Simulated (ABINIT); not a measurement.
# Beyond one shot: YHSe (P-6m2)

Wanted: G0W0 and self-consistent gaps of YHSe (P-6m2), with the cost of the cycles.

Program: ABINIT 10.8.3. Level of theory: LDA and many-body steps on it, plane waves. Results are calculated unless marked as measured.

Report form: the programs' logs are mostly left out.

## (1) The starting structure

It takes space group P-6m2 (No. 187, hexagonal). Conventional cell: a = 3.841 Å, b = 3.841 Å, c = 3.916 Å, α = 90.00°, β = 90.00°, γ = 120.00°. Y has 3 H at 2.22 Å and 6 Se at 2.96 Å nearest. H has 3 Y at 2.22 Å nearest. Nearest to Se lie 6 H at 2.96 Å and 6 Y at 2.96 Å. Farther neighbours and most contacts between anions are not listed.

Coordinates:

```cif
data_structure
_symmetry_space_group_name_H-M 'P 1'
_symmetry_Int_Tables_number 1
_cell_length_a 3.8409
_cell_length_b 3.8409
_cell_length_c 3.9155
_cell_angle_alpha 90.000
_cell_angle_beta 90.000
_cell_angle_gamma 120.000
_cell_volume 50.03
loop_
_atom_site_label
_atom_site_type_symbol
_atom_site_fract_x
_atom_site_fract_y
_atom_site_fract_z
_atom_site_occupancy
Y1 Y 0.00000 0.00000 0.00000 1
H2 H 0.33333 0.66667 0.00000 1
Se3 Se 0.66667 0.33333 0.50000 1
```

The cell and positions are those that the Materials Project relaxed with its own functionals (PBE, PBE+U or r2SCAN), kept fixed.

## (2) Empty states on the mesh, 3×3×4 mesh, 55 bands

This step: ABINIT 10.8.3; DFT, LDA, plane waves, norm-conserving pseudopotentials.

The sums over transitions need many empty states on a uniform mesh; this step solves for them.

File run.abi:

```
acell 3*1.0 Angstrom
rprim 
  3.840931335803 -0.000000000001 0.000000000000
  -1.920465667901 3.326344110998 0.000000000000
  0.000000000000 0.000000000000 3.915549560000
ntypat 3
znucl 39 1 34
natom 3
typat 1 2 3
xred 
  0.000000000000 0.000000000000 0.000000000000
  0.333333333333 0.666666666667 0.000000000000
  0.666666666667 0.333333333333 0.500000000000
pp_dirpath "pseudos"
pseudos "Y.upf, H.upf, Se.upf"
ecut 48
ngkpt 3 3 4
nshiftk 1
shiftk 0 0 0
kptopt 1
chksymbreak 0
iscf -2
irdden 1
istwfk *1
nband 55
nbdbuf 4
tolwfr 1e-09
nstep 60
prtvol 0
indata_prefix "in"
outdata_prefix "out"
tmpdata_prefix "tmp"
```

Started as:

```
> OMP_NUM_THREADS=1 mpirun -n 4 abinit run.abi > log
```

Run time: 19 s. Hardware: 4 MPI ranks of Arm Neoverse V1, shared host; peak memory 0.31 GiB.

Numbers from this step:

```yaml
gap: 1.364 eV
k_of_the_valence_top: 0, 0, 0.5
k_of_the_conduction_bottom: 0, 0, 0
least_direct_gap: 1.737 eV
k_points_computed: 9
lowest_point_of_the_top_converged_band_above_the_valence_top: 32.82 eV
```

On this mesh the gap is 1.364 eV.

The density comes from a self-consistent run that is not shown.

## (3) Screening, 3×3×4 mesh, 51 bands, screening to 106.1 eV

The RPA dielectric matrix is built and inverted for each q.

This step: RPA screening on LDA, plane waves, norm-conserving pseudopotentials.

run.abi, as its differences from that of step 2:

```diff
@@ -21,10 +21,11 @@
 chksymbreak 0
-iscf -2
-irdden 1
 istwfk *1
-nband 55
-nbdbuf 4
-tolwfr 1e-09
-nstep 60
-prtvol 0
+occopt 1
+irdwfk 1
+optdriver 3
+nband 51
+ecuteps 3.9
+inclvkb 2
+awtr 1
+symchi 1
 indata_prefix "in"
```

Wall time 13 s (4 MPI ranks); peak memory 0.7 GiB.

This step gave:

- ε∞ with local fields, on this mesh, along the program's q direction: 11.45
- the same without local fields: 12.67
- plasma frequency: 31.5 eV
- plane waves in the screening matrix: 145

Local fields lower ε∞ by 10 %. On a Γ-centred mesh this coarse the value itself is usually too large, while a short band sum pulls it down.

## (4) G0W0

The self-energy is evaluated for the states that the input lists, and the levels follow from it, in one-shot runs by the linearised quasiparticle equation.

This step: G0W0 on LDA, plane waves, norm-conserving pseudopotentials.

run.abi, as its differences from that of step 3:

```diff
@@ -24,8 +24,17 @@
 irdwfk 1
-optdriver 3
+optdriver 4
 nband 51
+gwcalctyp 0
+ecutsigx 48
+symsigma 1
+nkptgw 2
+kptgw 
+  0.0000000000 0.0000000000 0.5000000000
+  0.0000000000 0.0000000000 0.0000000000
+bdgw 
+  16 20
+  17 21
 ecuteps 3.9
-inclvkb 2
-awtr 1
-symchi 1
+irdscr 1
+ppmodel 1
 indata_prefix "in"
```

Elapsed: 5 s, on 4 MPI ranks; peak memory 0.63 GiB; 20 s of CPU time.

This step gave:

| Property | Result |
| --- | --- |
| G0W0 gap on the points computed | 2.192 eV |
| starting gap on the mesh | 1.364 eV |
| k of the valence top | 0, 0, 0.5 |
| k of the conduction bottom | 0, 0, 0 |
| Z at the valence top | 0.803 |
| Z at the conduction bottom | 0.819 |
| least direct G0W0 gap on the computed points | 2.827 eV |

The gap on the mesh goes from 1.36 eV to 2.19 eV, a correction of +0.83 eV.

## (5) evGW0, cycle 1

This step: evGW0 on LDA, plane waves, norm-conserving pseudopotentials.

run.abi, as its differences from that of step 4:

```diff
@@ -26,12 +26,26 @@
 nband 51
-gwcalctyp 0
+gwcalctyp 10
 ecutsigx 48
 symsigma 1
-nkptgw 2
+nkptgw 9
 kptgw 
+  0.0000000000 0.0000000000 0.0000000000
+  0.3333333333 0.0000000000 0.0000000000
+  0.3333333333 0.3333333333 0.0000000000
+  0.0000000000 0.0000000000 0.2500000000
+  0.3333333333 0.0000000000 0.2500000000
+  0.3333333333 0.3333333333 0.2500000000
   0.0000000000 0.0000000000 0.5000000000
-  0.0000000000 0.0000000000 0.0000000000
+  0.3333333333 0.0000000000 0.5000000000
+  0.3333333333 0.3333333333 0.5000000000
 bdgw 
-  16 20
-  17 21
+  15 24
+  15 24
+  15 24
+  15 24
+  15 24
+  15 24
+  15 24
+  15 24
+  15 24
 ecuteps 3.9
```

Elapsed: 30 s, on 4 MPI ranks; peak memory 1.2 GiB; 2 min of CPU time.

Numbers from this step:

| Item | Value |
| --- | --- |
| quasiparticle gap on the mesh | 2.373 eV |
| gap of the density functional on the mesh | 1.364 eV |
| k of the valence top | 0, 0, 0.5 |
| k of the conduction bottom | 0, 0, 0 |
| Z at the valence top | 0.803 |
| Z at the conduction bottom | 0.819 |
| least direct quasiparticle gap on the computed points | 3.072 eV |

Against G0W0 in ABINIT (3×3×4 mesh, 51 bands, screening to 106.1 eV, Godby-Needs plasmon pole), the gap moves by +0.181 eV. This first cycle still uses the starting levels; it takes the full correction, at all points of the mesh, and its linearised value is 2.192 eV.

## (6) evGW0, cycle 2

The corrected levels of the last cycle go back in.

run.abi, as its differences from that of step 5:

```diff
@@ -53,2 +53,3 @@
 ppmodel 1
+irdqps 1
 indata_prefix "in"
```

It took 31 s on 4 MPI ranks; peak memory 1.2 GiB; 2.1 min of CPU time.

Numbers from this step:

- quasiparticle gap on the mesh: 2.298 eV
- gap of the density functional on the mesh: 1.364 eV
- k of the valence top: 0, 0, 0.5
- k of the conduction bottom: 0, 0, 0
- least direct quasiparticle gap on the computed points: 2.974 eV

Against the cycle before, the gap moves by −0.075 eV.

## (7) evGW0, cycle 3

run.abi is that of step 6.

Elapsed: 32 s, on 4 MPI ranks; peak memory 1.2 GiB; 2.1 min of CPU time.

This step gave:

```yaml
quasiparticle_gap_on_the_mesh: 2.302 eV
gap_of_the_density_functional_on_the_mesh: 1.364 eV
k_of_the_valence_top: 0, 0, 0.5
k_of_the_conduction_bottom: 0, 0, 0
least_direct_quasiparticle_gap_on_the_computed_points: 2.979 eV
```

Against the cycle before, the gap moves by +0.004 eV.

## (8) Screening, 3×3×4 mesh, 51 bands, screening to 106.1 eV

This step: RPA screening on LDA, plane waves, norm-conserving pseudopotentials.

File run.abi:

```
acell 3*1.0 Angstrom
rprim 
  3.840931335803 -0.000000000001 0.000000000000
  -1.920465667901 3.326344110998 0.000000000000
  0.000000000000 0.000000000000 3.915549560000
ntypat 3
znucl 39 1 34
natom 3
typat 1 2 3
xred 
  0.000000000000 0.000000000000 0.000000000000
  0.333333333333 0.666666666667 0.000000000000
  0.666666666667 0.333333333333 0.500000000000
pp_dirpath "pseudos"
pseudos "Y.upf, H.upf, Se.upf"
ecut 48
ngkpt 3 3 4
nshiftk 1
shiftk 0 0 0
kptopt 1
chksymbreak 0
istwfk *1
occopt 1
irdwfk 1
optdriver 3
nband 51
ecuteps 3.9
inclvkb 2
awtr 1
symchi 1
gwcalctyp 10
mbpt_sciss 1.159 eV
nqptdm 1
qptdm 
  0 0 0
indata_prefix "in"
outdata_prefix "out"
tmpdata_prefix "tmp"
```

Wall time 6.7 s (4 MPI ranks); peak memory 0.69 GiB; 26 s of CPU time.

This step gave:

```
ε∞ with local fields, on this mesh, along the program's q direction : 9.055
the same without local fields                                       : 9.899
plasma frequency                                                    : 31.5 eV
plane waves in the screening matrix                                 : 145
```

This screening uses the functional's bands under a rigid shift, the mean opening of the cycle before.

## (9) Screening, 3×3×4 mesh, 51 bands, screening to 106.1 eV

This step: RPA screening on LDA from quasiparticle energies, plane waves, norm-conserving pseudopotentials.

run.abi, as its differences from that of step 8:

```diff
@@ -30,7 +30,14 @@
 symchi 1
+irdqps 1
 gwcalctyp 10
-mbpt_sciss 1.159 eV
-nqptdm 1
+nqptdm 8
 qptdm 
-  0 0 0
+  0.3333333333 0.0000000000 0.0000000000
+  0.3333333333 0.3333333333 0.0000000000
+  0.0000000000 0.0000000000 0.2500000000
+  0.3333333333 0.0000000000 0.2500000000
+  0.3333333333 0.3333333333 0.2500000000
+  0.0000000000 0.0000000000 0.5000000000
+  0.3333333333 0.0000000000 0.5000000000
+  0.3333333333 0.3333333333 0.5000000000
 indata_prefix "in"
```

File mrgscr.stdin:

```
2
merged
q0_SCR
out_SCR
1
```

Started as:

```
> OMP_NUM_THREADS=1 mpirun -n 4 abinit run.abi > log; mrgscr < mrgscr.stdin
```

It took 10 s on 4 MPI ranks; peak memory 0.64 GiB.

This step gave:

* plasma frequency: 31.5 eV
* plane waves in the screening matrix: 145

This screening reads the quasiparticle levels of the cycle before.

## (10) evGW, cycle 1

This step: evGW on LDA, plane waves, norm-conserving pseudopotentials.

run.abi, as its differences from that of step 9:

```diff
@@ -24,12 +24,10 @@
 irdwfk 1
-optdriver 3
+optdriver 4
 nband 51
-ecuteps 3.9
-inclvkb 2
-awtr 1
-symchi 1
-irdqps 1
 gwcalctyp 10
-nqptdm 8
-qptdm 
+ecutsigx 48
+symsigma 1
+nkptgw 9
+kptgw 
+  0.0000000000 0.0000000000 0.0000000000
   0.3333333333 0.0000000000 0.0000000000
@@ -42,2 +40,16 @@
   0.3333333333 0.3333333333 0.5000000000
+bdgw 
+  15 24
+  15 24
+  15 24
+  15 24
+  15 24
+  15 24
+  15 24
+  15 24
+  15 24
+ecuteps 3.9
+irdscr 1
+ppmodel 1
+irdqps 1
 indata_prefix "in"
```

Started as:

```
> OMP_NUM_THREADS=1 mpirun -n 4 abinit run.abi > log
```

Wall time 32 s (4 MPI ranks); peak memory 1.2 GiB; 2.1 min of CPU time.

This step gave:

- quasiparticle gap on the mesh: 2.486 eV
- gap of the density functional on the mesh: 1.364 eV
- k of the valence top: 0, 0, 0.5
- k of the conduction bottom: 0, 0, 0
- least direct quasiparticle gap on the computed points: 3.176 eV

Against G0W0 in ABINIT (3×3×4 mesh, 51 bands, screening to 106.1 eV, Godby-Needs plasmon pole), the gap moves by +0.294 eV.

## (11) Screening, 3×3×4 mesh, 51 bands, screening to 106.1 eV

This step: RPA screening on LDA, plane waves, norm-conserving pseudopotentials.

File run.abi:

```
acell 3*1.0 Angstrom
rprim 
  3.840931335803 -0.000000000001 0.000000000000
  -1.920465667901 3.326344110998 0.000000000000
  0.000000000000 0.000000000000 3.915549560000
ntypat 3
znucl 39 1 34
natom 3
typat 1 2 3
xred 
  0.000000000000 0.000000000000 0.000000000000
  0.333333333333 0.666666666667 0.000000000000
  0.666666666667 0.333333333333 0.500000000000
pp_dirpath "pseudos"
pseudos "Y.upf, H.upf, Se.upf"
ecut 48
ngkpt 3 3 4
nshiftk 1
shiftk 0 0 0
kptopt 1
chksymbreak 0
istwfk *1
occopt 1
irdwfk 1
optdriver 3
nband 51
ecuteps 3.9
inclvkb 2
awtr 1
symchi 1
gwcalctyp 10
mbpt_sciss 1.371 eV
nqptdm 1
qptdm 
  0 0 0
indata_prefix "in"
outdata_prefix "out"
tmpdata_prefix "tmp"
```

Elapsed: 6.6 s, on 4 MPI ranks; peak memory 0.69 GiB.

Numbers from this step:

```yaml
eps_infinity_with_local_fields_on_this_mesh_along_the_program_s_q_direction: 8.750
the_same_without_local_fields: 9.549
plasma_frequency: 31.5 eV
plane_waves_in_the_screening_matrix: 145
```

This screening uses the functional's bands under a rigid shift, the mean opening of the cycle before.

## (12) Screening, 3×3×4 mesh, 51 bands, screening to 106.1 eV

This step: RPA screening on LDA from quasiparticle energies, plane waves, norm-conserving pseudopotentials.

run.abi, as its differences from that of step 11:

```diff
@@ -30,7 +30,14 @@
 symchi 1
+irdqps 1
 gwcalctyp 10
-mbpt_sciss 1.371 eV
-nqptdm 1
+nqptdm 8
 qptdm 
-  0 0 0
+  0.3333333333 0.0000000000 0.0000000000
+  0.3333333333 0.3333333333 0.0000000000
+  0.0000000000 0.0000000000 0.2500000000
+  0.3333333333 0.0000000000 0.2500000000
+  0.3333333333 0.3333333333 0.2500000000
+  0.0000000000 0.0000000000 0.5000000000
+  0.3333333333 0.0000000000 0.5000000000
+  0.3333333333 0.3333333333 0.5000000000
 indata_prefix "in"
```

mrgscr.stdin is that of step 9.

Started as:

```
> OMP_NUM_THREADS=1 mpirun -n 4 abinit run.abi > log; mrgscr < mrgscr.stdin
```

Elapsed: 11 s, on 4 MPI ranks; peak memory 0.64 GiB; 42 s of CPU time.

This step gave:

* plasma frequency: 31.5 eV
* plane waves in the screening matrix: 145

This screening reads the quasiparticle levels of the cycle before.

## (13) evGW, cycle 2

This step: evGW on LDA, plane waves, norm-conserving pseudopotentials.

run.abi, as its differences from that of step 12:

```diff
@@ -24,12 +24,10 @@
 irdwfk 1
-optdriver 3
+optdriver 4
 nband 51
-ecuteps 3.9
-inclvkb 2
-awtr 1
-symchi 1
-irdqps 1
 gwcalctyp 10
-nqptdm 8
-qptdm 
+ecutsigx 48
+symsigma 1
+nkptgw 9
+kptgw 
+  0.0000000000 0.0000000000 0.0000000000
   0.3333333333 0.0000000000 0.0000000000
@@ -42,2 +40,16 @@
   0.3333333333 0.3333333333 0.5000000000
+bdgw 
+  15 24
+  15 24
+  15 24
+  15 24
+  15 24
+  15 24
+  15 24
+  15 24
+  15 24
+ecuteps 3.9
+irdscr 1
+ppmodel 1
+irdqps 1
 indata_prefix "in"
```

Started as:

```
> OMP_NUM_THREADS=1 mpirun -n 4 abinit run.abi > log
```

Run time: 32 s. Hardware: 4 MPI ranks; peak memory 1.2 GiB.

This step gave:

* quasiparticle gap on the mesh: 2.502 eV
* gap of the density functional on the mesh: 1.364 eV
* k of the valence top: 0, 0, 0.5
* k of the conduction bottom: 0, 0, 0
* least direct quasiparticle gap on the computed points: 3.193 eV

Against the cycle before, the gap moves by +0.016 eV.

## (14) Screening, 3×3×4 mesh, 51 bands, screening to 106.1 eV

This step: RPA screening on LDA, plane waves, norm-conserving pseudopotentials.

File run.abi:

```
acell 3*1.0 Angstrom
rprim 
  3.840931335803 -0.000000000001 0.000000000000
  -1.920465667901 3.326344110998 0.000000000000
  0.000000000000 0.000000000000 3.915549560000
ntypat 3
znucl 39 1 34
natom 3
typat 1 2 3
xred 
  0.000000000000 0.000000000000 0.000000000000
  0.333333333333 0.666666666667 0.000000000000
  0.666666666667 0.333333333333 0.500000000000
pp_dirpath "pseudos"
pseudos "Y.upf, H.upf, Se.upf"
ecut 48
ngkpt 3 3 4
nshiftk 1
shiftk 0 0 0
kptopt 1
chksymbreak 0
istwfk *1
occopt 1
irdwfk 1
optdriver 3
nband 51
ecuteps 3.9
inclvkb 2
awtr 1
symchi 1
gwcalctyp 10
mbpt_sciss 1.389 eV
nqptdm 1
qptdm 
  0 0 0
indata_prefix "in"
outdata_prefix "out"
tmpdata_prefix "tmp"
```

The job ended after 6.6 s (4 MPI ranks; peak memory 0.69 GiB).

This step gave:

```
ε∞ with local fields, on this mesh, along the program's q direction : 8.725
the same without local fields                                       : 9.521
plasma frequency                                                    : 31.5 eV
plane waves in the screening matrix                                 : 145
```

This screening uses the functional's bands under a rigid shift, the mean opening of the cycle before.

## (15) Screening, 3×3×4 mesh, 51 bands, screening to 106.1 eV

This step: RPA screening on LDA from quasiparticle energies, plane waves, norm-conserving pseudopotentials.

run.abi, as its differences from that of step 14:

```diff
@@ -30,7 +30,14 @@
 symchi 1
+irdqps 1
 gwcalctyp 10
-mbpt_sciss 1.389 eV
-nqptdm 1
+nqptdm 8
 qptdm 
-  0 0 0
+  0.3333333333 0.0000000000 0.0000000000
+  0.3333333333 0.3333333333 0.0000000000
+  0.0000000000 0.0000000000 0.2500000000
+  0.3333333333 0.0000000000 0.2500000000
+  0.3333333333 0.3333333333 0.2500000000
+  0.0000000000 0.0000000000 0.5000000000
+  0.3333333333 0.0000000000 0.5000000000
+  0.3333333333 0.3333333333 0.5000000000
 indata_prefix "in"
```

mrgscr.stdin is that of step 12.

Started as:

```
> OMP_NUM_THREADS=1 mpirun -n 4 abinit run.abi > log; mrgscr < mrgscr.stdin
```

It took 10 s on 4 MPI ranks; peak memory 0.64 GiB; 41 s of CPU time.

This step gave:

```
plasma frequency                    : 31.5 eV
plane waves in the screening matrix : 145
```

This screening reads the quasiparticle levels of the cycle before.

## (16) evGW, cycle 3

This step: evGW on LDA, plane waves, norm-conserving pseudopotentials.

run.abi, as its differences from that of step 15:

```diff
@@ -24,12 +24,10 @@
 irdwfk 1
-optdriver 3
+optdriver 4
 nband 51
-ecuteps 3.9
-inclvkb 2
-awtr 1
-symchi 1
-irdqps 1
 gwcalctyp 10
-nqptdm 8
-qptdm 
+ecutsigx 48
+symsigma 1
+nkptgw 9
+kptgw 
+  0.0000000000 0.0000000000 0.0000000000
   0.3333333333 0.0000000000 0.0000000000
@@ -42,2 +40,16 @@
   0.3333333333 0.3333333333 0.5000000000
+bdgw 
+  15 24
+  15 24
+  15 24
+  15 24
+  15 24
+  15 24
+  15 24
+  15 24
+  15 24
+ecuteps 3.9
+irdscr 1
+ppmodel 1
+irdqps 1
 indata_prefix "in"
```

Started as:

```
> OMP_NUM_THREADS=1 mpirun -n 4 abinit run.abi > log
```

Wall time 31 s (4 MPI ranks); peak memory 1.2 GiB.

This step gave:

* quasiparticle gap on the mesh: 2.503 eV
* gap of the density functional on the mesh: 1.364 eV
* k of the valence top: 0, 0, 0.5
* k of the conduction bottom: 0, 0, 0
* least direct quasiparticle gap on the computed points: 3.193 eV

Against the cycle before, the gap moves by +0.001 eV.

## (17) The runs together

Times are wall times on 4 MPI ranks of Arm Neoverse V1, shared host, good to a factor of about two. A run's time includes the screening step that it read.

| run | mesh | bands | screening cutoff (eV) | DFT gap (eV) | gap on the mesh (eV) | direct (eV) | ε∞ used | time |
| --- | --- | --- | --- | --- | --- | --- | --- | --- |
| G0W0 | 3×3×4 | 51 | 106.1 | 1.364 | 2.192 | 2.827 | 11.45 | 18 s |
| evGW0, cycle 1 | 3×3×4 | 51 | 106.1 | 1.364 | 2.373 | 3.072 | 11.45 | 44 s |
| evGW0, cycle 2 | 3×3×4 | 51 | 106.1 | 1.364 | 2.298 | 2.974 | 11.45 | 44 s |
| evGW0, cycle 3 | 3×3×4 | 51 | 106.1 | 1.364 | 2.302 | 2.979 | 11.45 | 45 s |
| evGW, cycle 1 | 3×3×4 | 51 | 106.1 | 1.364 | 2.486 | 3.176 | 9.05 | 49 s |
| evGW, cycle 2 | 3×3×4 | 51 | 106.1 | 1.364 | 2.502 | 3.193 | 8.75 | 49 s |
| evGW, cycle 3 | 3×3×4 | 51 | 106.1 | 1.364 | 2.503 | 3.193 | 8.73 | 48 s |

## (18) What came out

| Property | Result |
| --- | --- |
| G0W0 | 2.192 eV |
| evGW0, cycle 1 | 2.373 eV |
| evGW0, cycle 2 | 2.298 eV |
| evGW0, cycle 3 | 2.302 eV |
| evGW, cycle 1 | 2.486 eV |
| evGW, cycle 2 | 2.502 eV |
| evGW, cycle 3 | 2.503 eV |
| known limits | not at the basis limit; no spin-orbit coupling; coarse k mesh |

What this shows: Only the bands that the input lists are updated; the others, empty or deep, keep the functional's energies or take a rigid shift. The evGW loop starts from the last levels of evGW0, so its cycles and time come on top of those. evGW0 ends at 2.30 eV, +0.11 eV from G0W0, after 3 cycles that took 93 s beside the first screening; the last moved the gap by 0.004 eV. evGW ends at 2.50 eV, +0.31 eV from G0W0, after 3 cycles that took 2.4 min beside the first screening; the last moved the gap by 0.001 eV. The first cycle of evGW0 takes the full correction, without the factor Z, so it overshoots the one-shot value. Bands and cutoff are finite, so the gap is not at the basis limit. The miss can reach some tenths of an eV and take either sign; the mesh is an error of its own. The 3×3×4 mesh is coarse for this cell, which bears on the long-range parts of exchange and screening. In the updated screening the q = 0 part is built from Kohn-Sham bands under a rigid shift, the other q from the quasiparticle levels. The many-body steps are scalar-relativistic: spin-orbit coupling is not in them.

[Paths, hosts, dates, memory and timing lines, banners, echoed tables and standing remarks are left out of the program output.]

[Logs are printed without paths, hosts, clocks, repeated set-up lines and the standing remarks that a program may print on its own settings, such as how far it seeks lower states.]

[Runs of the session that timed out or met a known fault of the program may be left out.]

[Hosts, paths, dates, database ids (printed as entryN), source tags and the programs' standing remarks are cut or masked in the printed files.]

[G0W0 gaps are taken among the corrected bands and points alone; a level outside them can change the order at an edge.]

[Where Ansatz stands beside ABINIT at settings called matched, ABINIT's density can come from a denser mesh and the files from another edition; pairs whose starting gaps differed by over 0.03 eV were left out, so agreement reads better than it is.]
